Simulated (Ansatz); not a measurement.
# Ag (Silver, Fm-3m): a volume series of phonon spectra, part 2 of 4

Wanted: mode Grüneisen parameters of Ag (Silver) and a free-energy fit over volumes.

Ansatz 0.2.0; DFT PBEsol, scalar-relativistic, plane waves, PAW; PAW set soft_1.

So far. Step 2 (A first coarse run): The start is under -2.0 GPa at this level and looks like a metal on this mesh. Step 4 (Tight relaxation): The residual pressure is -0.0015 GPa, small enough for phonons.

### 5. Lattice dynamics at this volume, V/V0 1

The same q-mesh and k-mesh are kept at every volume, so that much of their error can cancel in the differences.

The input, input.yaml:

```yaml
crystal:
  lattice:
    - [0.0, 2.0273904182, 2.0273904182]
    - [2.0273904182, 0.0, 2.0273904182]
    - [2.0273904182, 2.0273904182, 0.0]
  atoms:
    - { symbol: Ag, position: [0.0, 0.0, 0.0] }
kpoints:
  mp_grid: { grid: [20, 20, 20] }
hamiltonian:
  xc: pbesol
  pseudopotentials: { kind: paw, azcp: { folder: soft_1 }, xc_functional: pbe }
scf:
  occupations: { method: methfessel_paxton, width: 0.2 }
  lower_state_search: "off"
output:
  eigenvalues: true
phonons:
  method: dfpt
  qmesh: [4, 4, 4]
  temperatures: { t_max: 1000, t_step: 50 }
  qpath:
    path:
      - [[0.0, 0.0, 0.0], [0.5, 0.0, 0.5], [0.625, 0.25, 0.625]]
      - [[0.375, 0.375, 0.75], [0.0, 0.0, 0.0], [0.5, 0.5, 0.5], [0.5, 0.25, 0.75], [0.5, 0.0, 0.5]]
    npoints: 10
```

The run is started by

```sh
> ansatz run input.yaml --threads 8 --pin off --max-ram 16384MiB --backend cpu --events-out ev --progress --plain --runs-dir out
```

Numbers of over 12 decimals in the logs are rounded to 6 here.

The log of the run:

```text
[...]
Crystal: 1 atoms, lattice volume = 16.666 Å³
Basis set: ecut = 420 eV, 331 PW (Γ), exchange–correlation on 40×40×40 points (8 copies of the dense FFT grid, shifted against one another)
Bands: 14, of which v1, the nominal top of the filled ones, is band 10 counted from 1 (9 counted from 0)
Symmetry: 48 space group operations
k-points: 256 of 8000
[...]
SCF iter   1: F=—  HF=-7522.648453 eV  |F-HF|=—  |Δ(HF+E_count)|=         —  Δρ=8.33e-2  dr2=1.21e0  ethr=3.10e-3  ⟨swp⟩=4.6  Hψ=17254  notcnv=0
[...]
SCF iter   8: F=-7522.306630 eV  HF=-7522.306630 eV  |F-HF|=1.82e-12  |Δ(HF+E_count)|=  1.46e-11  S|Δr|=    0.00e0  Δρ=3.15e-8  dr2=1.54e-13  ethr=1.00e-12  ⟨swp⟩=6.4  Hψ=14542  notcnv=0
SCF 1 converged in 8 iterations: F = -7522.306630 eV  dr2 = 1.54e-13
[...]
NSCF: frozen V_eff on 256 k-points
[...]
DFPT response loops at q = (0, 0, 0) (fractional): preconditioner auto → Kerker (q_TF=auto, 2.789 Å⁻¹) (partly filled bands, converged f_vac=0.000); β = 1.00, the filter's whole step (`scf.mixing.beta` (0.50) is not read by the response loops under this deck's `scf.mixing.preconditioner`; to damp them name `kerker` or `kerker_dos`, under which they read `scf.mixing.beta`, and type it under 1.00, their step now; both keys bind the ground state too); Broyden in place of MSR1
[...]
SCF converged after 8 iterations
[...]
Free energy (F): -7522.306630 eV
[...]
Internal energy: -7522.306806 eV  (E = F + TS)
E sigma→0 (E₀):  -7522.306674 eV
Entropy (-TS):   0.000176 eV (0.176 meV/atom)
Fermi energy:    17.554696 eV
[...]
--- Band table (eV; the first three rows and the last of 256) ---
  k-point 0: bands = [... 6 lower, 12.7375, 12.7375, 13.8331, 13.8331, 33.4519, 37.1386, 37.1386, 37.1386]
  k-point 1: bands = [... 6 lower, 12.7607, 12.7607, 13.8239, 13.8239, 33.4808, 36.4655, 37.1811, 37.1811]
  k-point 2: bands = [... 6 lower, 12.8228, 12.8228, 13.8036, 13.8036, 33.4173, 35.1585, 37.2934, 37.2934]
  k-point 255: bands = [... 6 lower, 12.4352, 13.8329, 14.8882, 23.5724, 23.5724, 24.6665, 25.8656, 40.2405]
--- Phonons (Γ-DFPT): 1 representative perturbation + reference (Σ response iterations 3) ---
  ASR residual: 9.714e-6 → 0.000e0 eV/Å²; symmetrization residual: 1.036e-11 eV/Å²
  ASR residual per site (eV/Å²): 9.71e-6
  Γ frequencies (cm⁻¹): 0.00 0.00 0.00
--- Phonons (arbitrary-q DFPT): 8 irreducible q on the 4×4×4 mesh ---
  q = [0.0000, 0.0000, 0.0000] (star 1, of the zone-centre solve; hermiticity 7.04e-8, symmetrization 1.03e-6): -0.00 -0.00 -0.00
  q = [0.0000, 0.0000, 0.2500] (star 8, 1 solved perturbation on 4200 of 8000 k-point pairs; hermiticity 5.93e-9, symmetrization 2.97e-9): 54.11 54.11 129.64
[...]
q = [0.0000, 0.2500, 0.2500] (star 6, 2 solved perturbations in 3420 linear systems a pass and spin channel, the states on 2210 of 8000 k-point pairs; hermiticity 1.50e-13, symmetrization 4.38e-13): 82.62 82.62 130.62
[...]
sum rule: each row above includes the acoustic sum rule's correction from the zone centre's row sums; it moved no ω² by more than (0.16 cm⁻¹)²
  mesh force constants: q→R imaginary residual 0.00e0; ASR residual 9.714e-6 → 0.000e0 eV/Å²; symmetrization residual 2.665e-15 eV/Å²
  interpolated dispersion: 62 rows × 3 modes
  density of states and harmonic sums: on the 28×28×28 q-mesh, interpolated from the force constants of a 4×4×4 supercell (no non-analytic term)
  largest difference from the sums on the solved wave vectors: F 1.26e-2 eV, S 1.66e-5 and C_V 4.03e-6 eV/K
  zero-point energy: 0.021415 eV/cell   skipped modes (ω ≤ 0): 3   left out of the sums: 4.56e-5 of the cell's modes: C_V's classical limit lies that fraction below 3 k_B per atom; for a crystal, a wire or a layer, F and S can be off by more, and a phonons.interpolated_qmesh denser along its periods is the remedy for the sampling
```

Elapsed: 95 s, on 8 threads of Arm Neoverse V1, shared host; peak memory 4 GiB; 11 min of CPU time.

Numbers from this step:

| Property | Result |
| --- | --- |
| Γ frequencies | 0, 0, 0 cm⁻¹ (negative: imaginary) |
| lowest frequency on the path | 0 cm⁻¹ |
| zero-point energy | 0.02141 eV/cell |
| highest frequency | 178.2 cm⁻¹ |
| Debye temperature from the second moment | 224 K |

No LO-TO term. The phonon branches at the labelled points (cm⁻¹):

```
    point  branch 1  branch 2  branch 3
        Γ         0         0         0
  halfway        83        83       131
        X       118       118       176
  halfway       114       124       172
        U       106       138       160
jump to K       106       138       160
  halfway        59        91       140
        Γ         0         0         0
  halfway        54        54       130
        L        79        79       178
  halfway        93       118       166
        W       114       147       147
  halfway       116       126       168
        X       118       118       176
```

The phonon branches as a text plot (rows in cm⁻¹):

```
    174 |           ****                        *****          **
    167 |         **    *                      *     **      **
    160 |        *       **                   *        **   *
    152 |                  *****                           *
    145 |       *          *                 *           ***
    137 |                ** *   *                       *
    130 |      *        *                   *          *    **
    123 |              *     **  *                            **
    115 |         *******                             *  ********
    108 |    **  *       **    *           *         *
    100 |                  *      **                *  **
     93 |       *           *   *                     *
     85 |   *  *                          *        ***
     78 |                    **                *****
     71 |    **                * *  *         *
     63 |                                    *
     56 |  **                   * **     *  *
     48 |                        *
     41 |                           *      *
     33 |  *                      ** *    *
     26 | *                         *   **
     19 | *                          *
     11 |                            *  *
      4 |*                            **
         Γ           X  U|K            Γ         L        W     X
```

Tetrahedra on 28 28 28, mean over bins of 2 cm⁻¹. The phonon density of states by wavenumber; read off at these points:

```
wavenumber (cm⁻¹)  phonon density of states (1/cm⁻¹/cell)
              1.0                                       0
              7.0                                  7.0e-5
             13.0                                  3.5e-4
             19.0                                  8.2e-4
             25.0                                 0.00141
             31.0                                 0.00216
             37.0                                  0.0031
             43.0                                 0.00429
             51.0                                 0.00623
             57.0                                 0.00816
             63.0                                  0.0106
             69.0                                  0.0141
             75.0                                  0.0194
             81.0                                  0.0294
             87.0                                  0.0309
             93.0                                  0.0321
             99.0                                  0.0331
            105.0                                  0.0337
            111.0                                  0.0342
            117.0                                  0.0233
            123.0                                  0.0204
            129.0                                  0.0191
            137.0                                  0.0164
            143.0                                  0.0131
            149.0                                  0.0106
            155.0                                  0.0320
            161.0                                  0.0447
            163.0                                  0.0478
            167.0                                  0.0305
            173.0                                  0.0146
            179.0                                  2.0e-5
```

Harmonic. Thermo, by row:

```
T (K)  F_vib (meV/atom)  S (J/mol-atom/K)  C_V (J/mol-atom/K)
    0             21.41                 0                   0
   50             20.55             5.642               11.29
  100              14.7             16.64               19.73
  150              3.75             25.23               22.39
  200            -11.11             31.84               23.45
  250            -29.03             37.14               23.97
  300            -49.44             41.53               24.26
  350            -71.96             45.29               24.44
  400             -96.3             48.56               24.56
  450            -122.2             51.46               24.64
  500            -149.6             54.06               24.69
  550            -178.2             56.41               24.74
  600              -208             58.57               24.77
  650            -238.9             60.55                24.8
  700            -270.7             62.39               24.82
  750            -303.5              64.1               24.83
  800            -337.2              65.7               24.84
  850            -371.6             67.21               24.86
  900            -406.8             68.63               24.86
  950            -442.7             69.98               24.87
 1000            -479.3             71.25               24.88
```

Phonopy on the run's constants, 21x21x21 mesh, Gaussian sigma 2.0 cm⁻¹. The modes, Ag by wavenumber; read off at these points:

```
wavenumber (cm⁻¹)  modes, Ag (1/cm⁻¹/cell)
             -5.0                        0
              0.0                   6.0e-5
              5.0                   1.0e-5
             10.0                   3.4e-4
             15.0                   4.3e-4
             20.0                   7.5e-4
             25.0                  0.00165
             30.0                  0.00183
             35.0                  0.00318
             40.0                  0.00311
             45.0                  0.00513
             50.0                  0.00611
             55.0                  0.00723
             60.0                  0.00933
             65.0                   0.0112
             70.0                   0.0154
             75.0                   0.0200
             80.0                   0.0272
             85.0                   0.0302
             90.0                   0.0315
             95.0                   0.0328
            100.0                   0.0320
            105.0                   0.0348
            106.2                   0.0348
            110.0                   0.0324
            115.0                   0.0285
            120.0                   0.0225
            125.0                   0.0201
            130.0                   0.0183
            135.0                   0.0168
            140.0                   0.0145
            145.0                   0.0112
            150.0                   0.0149
            155.0                   0.0306
            160.0                   0.0422
            162.4                   0.0447
            165.0                   0.0401
            170.0                   0.0222
            175.0                  0.00963
            180.0                   7.8e-4
            185.0                        0
```

No mode is imaginary beyond numerical noise at the solved wavevectors.

### 6. Single point at a scaled cell, V/V0 1.015

Symmetry fixes every atom, so a single point at the scaled cell gives the energy and pressure of this member.

input.yaml, the sections that differ from step 5:

```yaml
crystal:
  lattice:
    - [0.0, 2.0374771037, 2.0374771037]
    - [2.0374771037, 0.0, 2.0374771037]
    - [2.0374771037, 2.0374771037, 0.0]
  atoms:
    - { symbol: Ag, position: [0.0, 0.0, 0.0] }
output:
  forces: true
  stress: true
  eigenvalues: true
# kpoints, hamiltonian, scf: as in step 5
# phonons: removed
```

The log of the run:

```text
[...]
Crystal: 1 atoms, lattice volume = 16.916 Å³
Basis set: ecut = 420 eV, 331 PW (Γ), exchange–correlation on 40×40×40 points (8 copies of the dense FFT grid, shifted against one another)
Bands: 14, of which v1, the nominal top of the filled ones, is band 10 counted from 1 (9 counted from 0)
Symmetry: 48 space group operations
[...]
k-points: 256 of 8000
[...]
SCF iter   1: F=—  HF=-7522.642620 eV  |F-HF|=—  |Δ(HF+E_count)|=         —  Δρ=8.22e-2  dr2=1.21e0  ethr=3.10e-3  ⟨swp⟩=4.6  Hψ=17201  notcnv=0
[...]
SCF iter   7: F=-7522.305273 eV  HF=-7522.305273 eV  |F-HF|=7.37e-11  |Δ(HF+E_count)|=   1.99e-9  S|Δr|=    0.00e0  Δρ=8.36e-7  dr2=1.20e-10  ethr=6.60e-11  ⟨swp⟩=2.0  Hψ=10668  notcnv=0
SCF 1 converged in 7 iterations: F = -7522.305273 eV  dr2 = 1.20e-10
[...]
SCF converged after 7 iterations
[...]
Free energy (F): -7522.305273 eV
[...]
Internal energy: -7522.305509 eV  (E = F + TS)
E sigma→0 (E₀):  -7522.305332 eV
Entropy (-TS):   0.000236 eV (0.236 meV/atom)
Fermi energy:    17.209835 eV
[...]
--- Stress (GPa, compression-positive) ---
       -1.707575       0.000000      -0.000000
        0.000000      -1.707575      -0.000000
       -0.000000       0.000000      -1.707575
  P = ⅓ Tr σ = -1.7076 GPa (-17.076 kbar)
--- Band table (eV; the first three rows and the last of 256) ---
  k-point 0: bands = [... 6 lower, 12.4511, 12.4511, 13.5182, 13.5182, 33.0835, 36.6856, 36.6856, 36.6856]
  k-point 1: bands = [... 6 lower, 12.4737, 12.4737, 13.5093, 13.5093, 33.1081, 36.0108, 36.7239, 36.7239]
  k-point 2: bands = [... 6 lower, 12.5343, 12.5343, 13.4898, 13.4898, 33.0215, 34.7166, 36.8238, 36.8238]
  k-point 255: bands = [... 6 lower, 12.1595, 13.5204, 14.5462, 23.1712, 23.1712, 24.2190, 25.4381, 39.7565]
```

The job ended after 0.76 s (8 threads; peak memory 0.33 GiB; 3.9 s of CPU time).

Numbers from this step:

| Quantity | Value |
| --- | --- |
| pressure | -1.708 GPa |
| volume per atom | 16.92 Å³/atom |

The run ends at a pressure of -1.71 GPa.

### 7. Phonons, V/V0 1.015

The same q-mesh and k-mesh are kept at every volume, so that much of their error can cancel in the differences.

input.yaml, the sections that differ from step 6:

```yaml
output:
  eigenvalues: true
phonons:
  method: dfpt
  qmesh: [4, 4, 4]
  temperatures: { t_max: 1000, t_step: 50 }
  qpath:
    path:
      - [[0.0, 0.0, 0.0], [0.5, 0.0, 0.5], [0.625, 0.25, 0.625]]
      - [[0.375, 0.375, 0.75], [0.0, 0.0, 0.0], [0.5, 0.5, 0.5], [0.5, 0.25, 0.75], [0.5, 0.0, 0.5]]
    npoints: 10
# crystal, kpoints, hamiltonian, scf: as in step 6
```

The log of the run:

```text
[...]
Crystal: 1 atoms, lattice volume = 16.916 Å³
Basis set: ecut = 420 eV, 331 PW (Γ), exchange–correlation on 40×40×40 points (8 copies of the dense FFT grid, shifted against one another)
Bands: 14, of which v1, the nominal top of the filled ones, is band 10 counted from 1 (9 counted from 0)
Symmetry: 48 space group operations
k-points: 256 of 8000
[...]
k-point 255: bands = [... 6 lower, 12.1595, 13.5204, 14.5462, 23.1712, 23.1712, 24.2190, 25.4381, 39.7565]
[...]
ASR residual: 1.173e-5 → 0.000e0 eV/Å²; symmetrization residual: 1.516e-11 eV/Å²
  ASR residual per site (eV/Å²): 1.17e-5
  Γ frequencies (cm⁻¹): 0.00 0.00 0.00
--- Phonons (arbitrary-q DFPT): 8 irreducible q on the 4×4×4 mesh ---
[...]
interpolated dispersion: 62 rows × 3 modes
[...]
[key lines of the parts left out:]
SCF converged after 8 iterations
Free energy (F): -7522.305273 eV
Fermi energy:    17.209830 eV
```

The job ended after 95 s (8 threads; peak memory 4 GiB).

No mode is imaginary beyond numerical noise at the solved wavevectors.

### 8. Single point at a scaled cell, V/V0 0.985

Symmetry fixes every atom, so a single point at the scaled cell gives the energy and pressure of this member.

The cell differs from the one that the last finished run ended in (a 2.881 → 2.853 Å, b 2.881 → 2.853 Å, c 2.881 → 2.853 Å).

input.yaml, the sections that differ from step 7:

```yaml
crystal:
  lattice:
    - [0.0, 2.0172023547, 2.0172023547]
    - [2.0172023547, 0.0, 2.0172023547]
    - [2.0172023547, 2.0172023547, 0.0]
  atoms:
    - { symbol: Ag, position: [0.0, 0.0, 0.0] }
output:
  forces: true
  stress: true
  eigenvalues: true
# kpoints, hamiltonian, scf: as in step 7
# phonons: removed
```

The log of the run:

```text
[...]
Crystal: 1 atoms, lattice volume = 16.416 Å³
Basis set: ecut = 420 eV, 331 PW (Γ), exchange–correlation on 40×40×40 points (8 copies of the dense FFT grid, shifted against one another)
Bands: 14, of which v1, the nominal top of the filled ones, is band 10 counted from 1 (9 counted from 0)
Symmetry: 48 space group operations
[...]
k-points: 256 of 8000
[...]
--- Band table (eV; the first three rows and the last of 256) ---
  k-point 0: bands = [... 6 lower, 13.0325, 13.0325, 14.1576, 14.1576, 33.8298, 37.6022, 37.6022, 37.6022]
  k-point 1: bands = [... 6 lower, 13.0562, 13.0562, 14.1481, 14.1481, 33.8630, 36.9310, 37.6489, 37.6489]
  k-point 2: bands = [... 6 lower, 13.1198, 13.1198, 14.1271, 14.1271, 33.8221, 35.6123, 37.7739, 37.7739]
  k-point 255: bands = [... 6 lower, 12.7191, 14.1548, 15.2410, 23.9865, 23.9865, 25.1274, 26.3066, 40.7372]
[key lines of the parts left out:]
SCF converged after 7 iterations
Free energy (F): -7522.305186 eV
Fermi energy:    17.910328 eV
P = ⅓ Tr σ = 1.8828 GPa (18.828 kbar)
```

Elapsed: 0.75 s, on 8 threads; peak memory 0.33 GiB.

The run ends at a pressure of 1.88 GPa.

### 9. Phonons, V/V0 0.985

Phonons at this volume give one point of F(V, T); meshes stay fixed along the series.

input.yaml, the sections that differ from step 8:

```yaml
output:
  eigenvalues: true
phonons:
  method: dfpt
  qmesh: [4, 4, 4]
  temperatures: { t_max: 1000, t_step: 50 }
  qpath:
    path:
      - [[0.0, 0.0, 0.0], [0.5, 0.0, 0.5], [0.625, 0.25, 0.625]]
      - [[0.375, 0.375, 0.75], [0.0, 0.0, 0.0], [0.5, 0.5, 0.5], [0.5, 0.25, 0.75], [0.5, 0.0, 0.5]]
    npoints: 10
# crystal, kpoints, hamiltonian, scf: as in step 8
```

The log of the run:

```text
[...]
Crystal: 1 atoms, lattice volume = 16.416 Å³
Basis set: ecut = 420 eV, 331 PW (Γ), exchange–correlation on 40×40×40 points (8 copies of the dense FFT grid, shifted against one another)
Bands: 14, of which v1, the nominal top of the filled ones, is band 10 counted from 1 (9 counted from 0)
Symmetry: 48 space group operations
k-points: 256 of 8000
[...]
k-point 255: bands = [... 6 lower, 12.7191, 14.1548, 15.2410, 23.9865, 23.9865, 25.1274, 26.3066, 40.7372]
[...]
ASR residual: 9.415e-6 → 0.000e0 eV/Å²; symmetrization residual: 1.334e-11 eV/Å²
  ASR residual per site (eV/Å²): 9.41e-6
  Γ frequencies (cm⁻¹): 0.00 0.00 0.00
--- Phonons (arbitrary-q DFPT): 8 irreducible q on the 4×4×4 mesh ---
[...]
interpolated dispersion: 62 rows × 3 modes
[...]
[key lines of the parts left out:]
SCF converged after 8 iterations
Free energy (F): -7522.305186 eV
Fermi energy:    17.910325 eV
```

The job ended after 94 s (8 threads; peak memory 3.9 GiB).

No mode is imaginary beyond numerical noise at the solved wavevectors.

[end of part 2 of 4]

[Logs are printed without paths, hosts, clocks, repeated set-up lines and the standing remarks that a program may print on its own settings, such as how far it seeks lower states.]

[Hosts, paths, dates, database ids (printed as entryN), source tags and the programs' standing remarks are cut or masked in the printed files.]

[A step with changed settings may run another functional than the one named; its input shows which.]

[Of the runs on displaced cells, only some may be shown.]
